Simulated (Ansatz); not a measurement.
Rows from a G0W0 calculation on Te2Mo (P6_3/mmc) (Ansatz 0.2.0; G0W0 on PBE, plane waves, PAW; 6×6×2 mesh, 170 empty bands, screening to 63 eV), in eV. Spin-orbit coupling is left out.

```
row                      k  band   start       Σx  Σc at the solution      Vxc
  A                      Γ    c1  15.379  -12.621              -3.678  -16.824
  B  (0.167, 0.167, 0.000)    c1  13.303  -13.100              -3.217  -16.836
  C                      Γ    v2  12.153  -16.224               1.480  -14.704
  D                      Γ    v1  12.477  -18.828               0.704  -18.522
  E  (0.167, 0.167, 0.000)    c2  14.046  -13.568              -3.641  -17.776
  F  (0.167, 0.167, 0.000)    v1  11.801  -19.098               1.264  -18.205
```

Q: Work out each quasiparticle level and how far it moved.

The quasiparticle equation reads E = start + Σx + Σc(E) − Vxc.

```
row  E (eV)  shift (eV)
  A  15.904      +0.525
  B  13.822      +0.519
  C  12.114      −0.040
  D  12.875      +0.399
  E  14.614      +0.567
  F  12.172      +0.371
```

The gap over the computed points goes from 0.83 eV to 0.95 eV.

Limits: not at the basis limit; no spin-orbit coupling; coarse k mesh.

[Paths, hosts, dates, memory and timing lines, banners, echoed tables and standing remarks are left out of the program output.]

[Logs are printed without paths, hosts, clocks, repeated set-up lines and the standing remarks that a program may print on its own settings, such as how far it seeks lower states.]

[Runs of the session that timed out or met a known fault of the program may be left out.]

[Cells called generated may have been cut or substituted from an entry of the Crystallography Open Database or the Materials Project.]

[Hosts, paths, dates, database ids (printed as entryN), source tags and the programs' standing remarks are cut or masked in the printed files.]
